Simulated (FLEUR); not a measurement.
# Magnetic state of CuPd (Skaergaardite) from several starts

Aim: find out whether CuPd (Skaergaardite) carries moments, and which collinear order costs least.

Main program and level: FLEUR MaX-R8.1; PBEsol; all-electron FLAPW, Dirac cores, scalar-relativistic bands.

The database entry behind the starting cell differs from later determinations by our own check (about 0.35 % long), so it need not match the best structure at ambient conditions.

## 1. The structure

It takes space group Pm-3m (No. 221, cubic). Conventional cell: a = 2.988 Å, b = 2.988 Å, c = 2.988 Å, α = 90.00°, β = 90.00°, γ = 90.00°. Nearest to Cu lie 8 Pd at 2.59 Å. Pd has 8 Cu at 2.59 Å nearest. Farther neighbours are not listed.

## 2. Order 1, typed as ferro ++

The parallel start comes first: it shows whether parallel moments hold.

inpgen writes inp.xml from crystal.txt; cutoffs, mixing, functional, smearing and local orbitals are then set in the file. The k list default-1 (kpts.xml, not shown) is a Γ-centred 10×10×10 mesh; where the ranks do not divide the number of points, some are split in two of half the weight.

Input file inp.xml:

```
<?xml version="1.0" encoding="UTF-8" standalone="no"?>
<fleurInput fleurInputVersion="0.39">
   <comment>
      CuPd
   </comment>
   <calculationSetup>
      <cutoffs Kmax="3.6" Gmax="10.8" GmaxXC="10.8" numbands="0"/>
      <scfLoop itmax="90" minDistance="0.00002" maxIterBroyd="15" imix="Anderson" alpha="0.05" precondParam="0.0" spinf="2.0" sdNocoIR="T"/>
      <coreElectrons ctail="T" frcor="F" kcrel="0" coretail_lmax="0"/>
      <xcFunctional name="PBEs" relativisticCorrections="F"/>
      <magnetism jspins="2"/>
      <soc l_soc="F" theta="0.0" phi="0.0" spav="F"/>
      <expertModes spex="0" secvar="F"/>
      <geometryOptimization l_f="F" forcealpha="1.0" forcemix="BFGS" epsdisp="0.00001" epsforce="0.00001"/>
      <ldaU l_linMix="F" mixParam="0.05" spinf="1.0"/>
   </calculationSetup>
   <cell>
      <bzIntegration valenceElectrons="27.0" mode="hist" fermiSmearingEnergy="0.00110248">
         <kPointListSelection listName="default-1"/>
         <xi:include xmlns:xi="http://www.w3.org/2001/XInclude" href="kpts.xml"> </xi:include>
      </bzIntegration>
      <xi:include xmlns:xi="http://www.w3.org/2001/XInclude" href="sym.xml"> </xi:include>
      <bulkLattice scale="1.0">
         <bravaisMatrix>
            <row-1>    5.6465016603047999     0.0000000000000000     0.0000000000000000</row-1>
            <row-2>    0.0000000000000000     5.6465016603047999     0.0000000000000000</row-2>
            <row-3>    0.0000000000000000     0.0000000000000000     5.6465016603047999</row-3>
         </bravaisMatrix>
      </bulkLattice>
   </cell>
   <atomSpecies>
      <species name="Copper (Cu.500" element="Cu" atomicNumber="29">
         <mtSphere radius="2.38" gridPoints="787" logIncrement="0.016"/>
         <atomicCutoffs lmax="8" lnonsphr="6"/>
         <electronConfig flipSpins="F">
            <coreConfig>(1s1/2) (2s1/2) (2p1/2) (2p3/2) (3s1/2) (3p1/2) (3p3/2)</coreConfig>
            <valenceConfig>(4s1/2) (3d3/2) (3d5/2)</valenceConfig>
            <stateOccupation state="(4s1/2)" spinUp="0.75" spinDown="0.25"/>
         </electronConfig>
         <energyParameters s="4" p="4" d="3" f="4"/>
      </species>
      <species name="Palladium .601" element="Pd" atomicNumber="46">
         <mtSphere radius="2.38" gridPoints="787" logIncrement="0.016"/>
         <atomicCutoffs lmax="8" lnonsphr="6"/>
         <electronConfig flipSpins="F">
            <coreConfig>(1s1/2) (2s1/2) (2p1/2) (2p3/2) (3s1/2) (3p1/2) (3p3/2) (4s1/2) (3d3/2) (3d5/2)</coreConfig>
            <valenceConfig>(4p1/2) (4p3/2) (5s1/2) (4d3/2) (4d5/2)</valenceConfig>
            <stateOccupation state="(5s1/2)" spinUp="0.5" spinDown="0.5"/>
            <stateOccupation state="(4d3/2)" spinUp="1.8005" spinDown="1.7995"/>
            <stateOccupation state="(4d5/2)" spinUp="3.0" spinDown="2.4"/>
         </electronConfig>
         <energyParameters s="5" p="5" d="4" f="4"/>
         <lo type="SCLO" l="1" n="4" eDeriv="0"/>
      </species>
   </atomSpecies>
   <atomGroups>
      <atomGroup species="Copper (Cu.500">
         <relPos label="                   1">.0000000000 .0000000000 .0000000000</relPos>
         <force calculate="T" relaxXYZ="TTT"/>
      </atomGroup>
      <atomGroup species="Palladium .601">
         <relPos label="                   2">1.000/2.000 1.000/2.000 1.000/2.000</relPos>
         <force calculate="T" relaxXYZ="TTT"/>
      </atomGroup>
   </atomGroups>
   <output dos="F" band="F" slice="F">
      <bandDOS minEnergy="-.5*Htr" maxEnergy="0.5*Htr" sigma="0.015" storeEVData="T"/>
      <plotting iplot="0" polar="F">
         <plot TwoD="T" vec1="  1.0  0.0  0.0" vec2="  0.0  1.0  0.0" vec3="  0.0  0.0  1.0" zero="  0.0  0.0  0.0" file="plot"/>
      </plotting>
      <moessbauerParams electricFieldGradient="F" isomerShift="F" coreHyperfine="F" valenceHyperfine="F"/>
   </output>
</fleurInput>
```

Input file crystal.txt:

```
CuPd
&input film=F cartesian=F /
2.98800000000  0.00000000000  0.00000000000
0.00000000000  2.98800000000  0.00000000000
0.00000000000  0.00000000000  2.98800000000
1.8897261246
1.0 1.0 1.0

2
29 0.00000000000  0.00000000000  0.00000000000 : 0.500
46 0.50000000000  0.50000000000  0.50000000000 : 0.601

&kpt div1=10 div2=10 div3=10 gamma=T /
```

Run with:

```
$ OMP_NUM_THREADS=1 inpgen -f crystal.txt > inpgen.log  # inp.xml is then edited as shown
$ OMP_NUM_THREADS=1 mpirun -n 4 fleur_MPI > fleur.log
```

The program printed:

```text
Welcome to FLEUR        (www.flapw.de)
      MaX-Release 8.1          (www.max-centre.eu)

 ========== k-point set info ==========
 Selected k-point list: default-1
 k-point list type: mesh
 10 x 10 x 10
 Number of k points: 56

 ------------Calculation Setup---------------------------
 Number of MPI-tasks      :            4
 Number of PE/node        :            4
 Number of OMP-threads    :            1
 k-points in parallel     :            4
 pe's per k-point         :            1
 No of k-point loops      :           14
 Eigenvalue solver        :       lapack
 Number of basis functions:          156
 Approximate size of matrices (H+S) per k-point:         0.000 GB
 --------------------------------------------------------
 Iteration:     1   Distance:      37.60638341 me/bohr^3
 Iteration:     2   Distance:      21.86799557 me/bohr^3
 Iteration:     3   Distance:      10.31001024 me/bohr^3
 Iteration:     4   Distance:       9.36270887 me/bohr^3
 Iteration:     5   Distance:       6.58904215 me/bohr^3
 Iteration:     6   Distance:       5.72813077 me/bohr^3
 Iteration:     7   Distance:       1.85707994 me/bohr^3
 Iteration:     8   Distance:       3.40200783 me/bohr^3
 Iteration:     9   Distance:       0.68051925 me/bohr^3
 Iteration:    10   Distance:       0.47302121 me/bohr^3
 Iteration:    11   Distance:       0.23788295 me/bohr^3
 Iteration:    12   Distance:       0.06172609 me/bohr^3
 Iteration:    13   Distance:       0.01822581 me/bohr^3
 Iteration:    14   Distance:       0.01338361 me/bohr^3
 Iteration:    15   Distance:       0.00273407 me/bohr^3
 Iteration:    16   Distance:       0.00243412 me/bohr^3
 Iteration:    17   Distance:       0.00205638 me/bohr^3
 Iteration:    18   Distance:       0.00071244 me/bohr^3
 Iteration:    19   Distance:       0.00023177 me/bohr^3
 Iteration:    20   Distance:       0.00006584 me/bohr^3
 Iteration:    21   Distance:       0.00013246 me/bohr^3
 Iteration:    22   Distance:       0.00009630 me/bohr^3
 Iteration:    23   Distance:       0.00003097 me/bohr^3
 Iteration:    24   Distance:       0.00000258 me/bohr^3

 ********************************************************************
 Run finished successfully
 Stop message:
   all done
 ********************************************************************

--- out.xml (last complete iteration) ---
<iteration numberForCurrentRun="   24" overallNumber="   24">
         [... left out ...]
         <bandgap value="0.0000000984" units="eV"/>
         <sumValenceSingleParticleEnergies value="-4.2242024731" units="Htr"/>
         <FermiEnergy value="0.3141308335" units="Htr"/>
         <valenceDensity>
            <mtCharges spin="1">
               <mtCharge atomType="1" total="5.1268031" s="0.2509041" p="0.2053207" d="4.6471013" f="0.0172094"/>
               <mtCharge atomType="2" total="7.2805587" s="0.1520462" p="3.1088450" d="4.0036310" f="0.0124759"/>
            </mtCharges>
            <mtCharges spin="2">
               <mtCharge atomType="1" total="5.1268031" s="0.2509041" p="0.2053207" d="4.6471013" f="0.0172094"/>
               <mtCharge atomType="2" total="7.2805588" s="0.1520462" p="3.1088450" d="4.0036311" f="0.0124759"/>
            </mtCharges>
            <spinDependentCharge spin="1" total="13.5000000" interstitial="1.0926382" mtSpheres="12.4073618"/>
            <spinDependentCharge spin="2" total="13.5000000" interstitial="1.0926381" mtSpheres="12.4073619"/>
            <totalCharge value="27.0000000000"/>
         </valenceDensity>
         [... left out ...]
         <allElectronCharges>
            <spinDependentCharge spin="1" total="37.5000000" interstitial="1.0951256" mtSpheres="36.4048744"/>
            <spinDependentCharge spin="2" total="37.5000000" interstitial="1.0951255" mtSpheres="36.4048745"/>
            <totalCharge value="74.9999999661"/>
         </allElectronCharges>
         <magneticMomentsInMTSpheres units="muBohr">
            <globalMagMoment atomType="1" vec="0.00000   0.00000   0.00000"/>
            <localMagMoment atomType="1" vec="0.00000   0.00000   0.00000"/>
            <globalMagMoment atomType="2" vec="0.00000   0.00000   0.00000"/>
            <localMagMoment atomType="2" vec="0.00000   0.00000   0.00000"/>
         </magneticMomentsInMTSpheres>
         <moessbauerParams unitsHFF="kG" unitsIS="e/bohr^3" unitsEFG="Htr/bohr^2">
         </moessbauerParams>
         <totalEnergy value="    -6698.3201178363" units="Htr">
            <sumOfEigenvalues value="    -3956.9494378802">
               <coreElectrons value="-3952.7252354071"/>
               <valenceElectrons value="-4.2242024731"/>
            </sumOfEigenvalues>
            <densityCoulombPotentialIntegral value="-10633.9047626741"/>
            <densityEffectivePotentialIntegral value="-10907.0568625207"/>
            <chargeDenXCDenIntegral value="-208.0055381669"/>
            <FockExchangeEnergyValence value="0.0000000000"/>
            <FockExchangeEnergyCore value="0.0000000000"/>
            <atomTypeDependentContributions atomType="1">
               <electronNucleiInteractionDifferentMTs value="1990.1465348033"/>
               <MadelungTerm value="-9.7445159090"/>
            </atomTypeDependentContributions>
            <atomTypeDependentContributions atomType="2">
               <electronNucleiInteractionDifferentMTs value="6102.1787349457"/>
               <MadelungTerm value="-21.3998373148"/>
            </atomTypeDependentContributions>
            <tkbTimesEntropy value="0.0001111613"/>
            <freeEnergy value="-6698.3202289976"/>
            <extrapolationTo0K value="-6698.3201734170"/>
         </totalEnergy>
         <densityConvergence units="me/bohr^3">
            <chargeDensity spin="1" distance="0.0000014631"/>
            <chargeDensity spin="2" distance="0.0000011564"/>
            <overallChargeDensity distance="0.0000005500"/>
            <spinDensity distance="0.0000025793"/>
         </densityConvergence>
      </iteration>
```

Run time: 8.7 s. Hardware: 4 MPI ranks of Intel Xeon 6975P-C (Granite Rapids), shared host; peak memory 0.24 GiB.

Numbers from this step:

- free energy: -182270.5790 eV
- program's band gap on this mesh (in a metal only a level spacing): 9.84e-8 eV
- final state: non-magnetic

After 24 cycles the seed has died away: no moment is left.

## 3. Start 2: antiferro q=(0,0,1/2) +-+-

An opposed order shows whether neighbours prefer unlike signs.

This order needs a doubled cell of 4 atoms. The mesh is halved along the doubled vector, so that both cells sample the same points. The k list default-1 (kpts.xml, not shown) is a Γ-centred 10×10×5 mesh.

inp.xml, as its differences from that of step 2:

```diff
@@ -17,3 +17,3 @@
    <cell>
-      <bzIntegration valenceElectrons="27.0" mode="hist" fermiSmearingEnergy="0.00110248">
+      <bzIntegration valenceElectrons="54.0" mode="hist" fermiSmearingEnergy="0.00110248">
          <kPointListSelection listName="default-1"/>
@@ -26,3 +26,3 @@
             <row-2>    0.0000000000000000     5.6465016603047999     0.0000000000000000</row-2>
-            <row-3>    0.0000000000000000     0.0000000000000000     5.6465016603047999</row-3>
+            <row-3>    0.0000000000000000     0.0000000000000000    11.2930033206095999</row-3>
          </bravaisMatrix>
@@ -38,2 +38,12 @@
             <stateOccupation state="(4s1/2)" spinUp="0.75" spinDown="0.25"/>
+         </electronConfig>
+         <energyParameters s="4" p="4" d="3" f="4"/>
+      </species>
+      <species name="Copper (Cu-.500" element="Cu" atomicNumber="29">
+         <mtSphere radius="2.38" gridPoints="787" logIncrement="0.016"/>
+         <atomicCutoffs lmax="8" lnonsphr="6"/>
+         <electronConfig flipSpins="F">
+            <coreConfig>(1s1/2) (2s1/2) (2p1/2) (2p3/2) (3s1/2) (3p1/2) (3p3/2)</coreConfig>
+            <valenceConfig>(4s1/2) (3d3/2) (3d5/2)</valenceConfig>
+            <stateOccupation state="(4s1/2)" spinUp="0.25" spinDown="0.75"/>
          </electronConfig>
@@ -54,2 +64,15 @@
       </species>
+      <species name="Palladium -.601" element="Pd" atomicNumber="46">
+         <mtSphere radius="2.38" gridPoints="787" logIncrement="0.016"/>
+         <atomicCutoffs lmax="8" lnonsphr="6"/>
+         <electronConfig flipSpins="F">
+            <coreConfig>(1s1/2) (2s1/2) (2p1/2) (2p3/2) (3s1/2) (3p1/2) (3p3/2) (4s1/2) (3d3/2) (3d5/2)</coreConfig>
+            <valenceConfig>(4p1/2) (4p3/2) (5s1/2) (4d3/2) (4d5/2)</valenceConfig>
+            <stateOccupation state="(5s1/2)" spinUp="0.5" spinDown="0.5"/>
+            <stateOccupation state="(4d3/2)" spinUp="1.7995" spinDown="1.8005"/>
+            <stateOccupation state="(4d5/2)" spinUp="2.4" spinDown="3.0"/>
+         </electronConfig>
+         <energyParameters s="5" p="5" d="4" f="4"/>
+         <lo type="SCLO" l="1" n="4" eDeriv="0"/>
+      </species>
    </atomSpecies>
@@ -60,4 +83,12 @@
       </atomGroup>
+      <atomGroup species="Copper (Cu-.500">
+         <relPos label="                   2">.0000000000 .0000000000 1.000/2.000</relPos>
+         <force calculate="T" relaxXYZ="TTT"/>
+      </atomGroup>
       <atomGroup species="Palladium .601">
-         <relPos label="                   2">1.000/2.000 1.000/2.000 1.000/2.000</relPos>
+         <relPos label="                   3">1.000/2.000 1.000/2.000 1.000/4.000</relPos>
+         <force calculate="T" relaxXYZ="TTT"/>
+      </atomGroup>
+      <atomGroup species="Palladium -.601">
+         <relPos label="                   4">1.000/2.000 1.000/2.000 -1.000/4.000</relPos>
          <force calculate="T" relaxXYZ="TTT"/>
```

Input file crystal.txt:

```
CuPd
&input film=F cartesian=F /
2.98800000000  0.00000000000  0.00000000000
0.00000000000  2.98800000000  0.00000000000
0.00000000000  0.00000000000  5.97600000000
1.8897261246
1.0 1.0 1.0

4
29 0.00000000000  0.00000000000  0.00000000000 : 0.500
29 0.00000000000  0.00000000000  0.50000000000 : -0.500
46 0.50000000000  0.50000000000  0.25000000000 : 0.601
46 0.50000000000  0.50000000000  0.75000000000 : -0.601

&kpt div1=10 div2=10 div3=5 gamma=T /
```

The program printed:

```text
[banner, memory and clock lines left out]
Welcome to FLEUR        (www.flapw.de)
      MaX-Release 8.1          (www.max-centre.eu)

 ========== k-point set info ==========
 Selected k-point list: default-1
 k-point list type: mesh
 0 x 0 x 0
 Number of k points: 64

 ------------Calculation Setup---------------------------
 Number of PE/node        :            4
 Number of OMP-threads    :            1
 k-points in parallel     :            4
 pe's per k-point         :            1
 No of k-point loops      :           16
 Eigenvalue solver        :       lapack
 Number of basis functions:          309
 Approximate size of matrices (H+S) per k-point:         0.003 GB
 Iteration:     1   Distance:      37.42423898 me/bohr^3
 Iteration:     2   Distance:      22.26648745 me/bohr^3
 Iteration:     3   Distance:       9.90103965 me/bohr^3
 Iteration:     4   Distance:       7.84549878 me/bohr^3
 Iteration:     5   Distance:       4.62027060 me/bohr^3
 Iteration:     6   Distance:       6.54318748 me/bohr^3
 Iteration:     7   Distance:       1.85681468 me/bohr^3
 Iteration:     8   Distance:       4.96827657 me/bohr^3
 Iteration:     9   Distance:       3.28278589 me/bohr^3
 Iteration:    10   Distance:       1.02444994 me/bohr^3
 Iteration:    11   Distance:       1.19878051 me/bohr^3
 Iteration:    12   Distance:       0.19213742 me/bohr^3
 Iteration:    13   Distance:       0.05800868 me/bohr^3
 Iteration:    14   Distance:       0.06518138 me/bohr^3
 Iteration:    15   Distance:       0.01651928 me/bohr^3
 Iteration:    16   Distance:       0.01528941 me/bohr^3
 Iteration:    17   Distance:       0.01274796 me/bohr^3
 Iteration:    18   Distance:       0.00803603 me/bohr^3
 Iteration:    19   Distance:       0.00251651 me/bohr^3
 Iteration:    20   Distance:       0.00068309 me/bohr^3
 Iteration:    21   Distance:       0.00041217 me/bohr^3
 Iteration:    22   Distance:       0.00010879 me/bohr^3
 Iteration:    23   Distance:       0.00000845 me/bohr^3

 ********************************************************************
 Run finished successfully
 Stop message:
   all done
 ********************************************************************

--- out.xml (last complete iteration) ---
<iteration numberForCurrentRun="   23" overallNumber="   23">
         [... left out ...]
         <bandgap value="0.0000000000" units="eV"/>
         <sumValenceSingleParticleEnergies value="-8.4484050502" units="Htr"/>
         <FermiEnergy value="0.3141308285" units="Htr"/>
         <valenceDensity>
            <mtCharges spin="1">
               <mtCharge atomType="1" total="5.1268031" s="0.2509041" p="0.2053207" d="4.6471014" f="0.0172094"/>
               <mtCharge atomType="2" total="5.1268031" s="0.2509041" p="0.2053207" d="4.6471014" f="0.0172094"/>
               <mtCharge atomType="3" total="7.2805587" s="0.1520462" p="3.1088450" d="4.0036310" f="0.0124759"/>
               <mtCharge atomType="4" total="7.2805587" s="0.1520462" p="3.1088450" d="4.0036310" f="0.0124759"/>
            </mtCharges>
            <mtCharges spin="2">
               <mtCharge atomType="1" total="5.1268032" s="0.2509041" p="0.2053207" d="4.6471014" f="0.0172094"/>
               <mtCharge atomType="2" total="5.1268031" s="0.2509041" p="0.2053207" d="4.6471014" f="0.0172094"/>
               <mtCharge atomType="3" total="7.2805587" s="0.1520462" p="3.1088450" d="4.0036310" f="0.0124759"/>
               <mtCharge atomType="4" total="7.2805587" s="0.1520462" p="3.1088450" d="4.0036310" f="0.0124759"/>
            </mtCharges>
            <spinDependentCharge spin="1" total="27.0000000" interstitial="2.1852763" mtSpheres="24.8147237"/>
            <spinDependentCharge spin="2" total="27.0000000" interstitial="2.1852763" mtSpheres="24.8147237"/>
            <totalCharge value="54.0000000000"/>
         </valenceDensity>
         [... left out ...]
         <magneticMomentsInMTSpheres units="muBohr">
            <globalMagMoment atomType="1" vec="0.00000   0.00000   0.00000"/>
            <localMagMoment atomType="1" vec="0.00000   0.00000   0.00000"/>
            <globalMagMoment atomType="2" vec="0.00000   0.00000   0.00000"/>
            <localMagMoment atomType="2" vec="0.00000   0.00000   0.00000"/>
            <globalMagMoment atomType="3" vec="0.00000   0.00000   0.00000"/>
            <localMagMoment atomType="3" vec="0.00000   0.00000   0.00000"/>
            <globalMagMoment atomType="4" vec="0.00000   0.00000   0.00000"/>
            <localMagMoment atomType="4" vec="0.00000   0.00000   0.00000"/>
         </magneticMomentsInMTSpheres>
         [... left out ...]
         <totalEnergy value="   -13396.6402356751" units="Htr">
            <sumOfEigenvalues value="    -7913.8988750014">
               <coreElectrons value="-7905.4504699512"/>
               <valenceElectrons value="-8.4484050502"/>
            </sumOfEigenvalues>
            <densityCoulombPotentialIntegral value="-21267.8095242039"/>
            <densityEffectivePotentialIntegral value="-21814.1137238246"/>
            <chargeDenXCDenIntegral value="-416.0110762775"/>
            <FockExchangeEnergyValence value="0.0000000000"/>
            <FockExchangeEnergyCore value="0.0000000000"/>
         [... left out ...]
            <tkbTimesEntropy value="0.0002223226"/>
            <freeEnergy value="-13396.6404579977"/>
            <extrapolationTo0K value="-13396.6403468364"/>
         </totalEnergy>
         <densityConvergence units="me/bohr^3">
            <chargeDensity spin="1" distance="0.0000058408"/>
            <chargeDensity spin="2" distance="0.0000056449"/>
            <overallChargeDensity distance="0.0000084532"/>
            <spinDensity distance="0.0000077783"/>
         </densityConvergence>
      </iteration>
```

Run time: 33 s. Hardware: 4 MPI ranks; peak memory 0.34 GiB; 2.2 min of CPU time.

The spin moment in the muffin-tin sphere vanishes on all atoms.

Numbers from this step:

```
free energy                                                       : -364541.1579 eV
program's band gap on this mesh (in a metal only a level spacing) : 0 eV
final state                                                       : non-magnetic
```

It ends in the same state without moments as the first start; the 1.7e-5 meV a seeded atom between them is numerical noise.

[end of part 1 of 2]

[Logs and program files are shortened in this print: banners, set-up blocks, solver, clock and traceback lines can be left out without a mark of their own.]

[Logs are printed without paths, hosts, clocks, repeated set-up lines and the standing remarks that a program may print on its own settings, such as how far it seeks lower states.]

[Hosts, paths, dates, database ids (printed as entryN), source tags and the programs' standing remarks are cut or masked in the printed files.]

[Where a cell is said to come from a database of computed structures, the database is the Materials Project.]
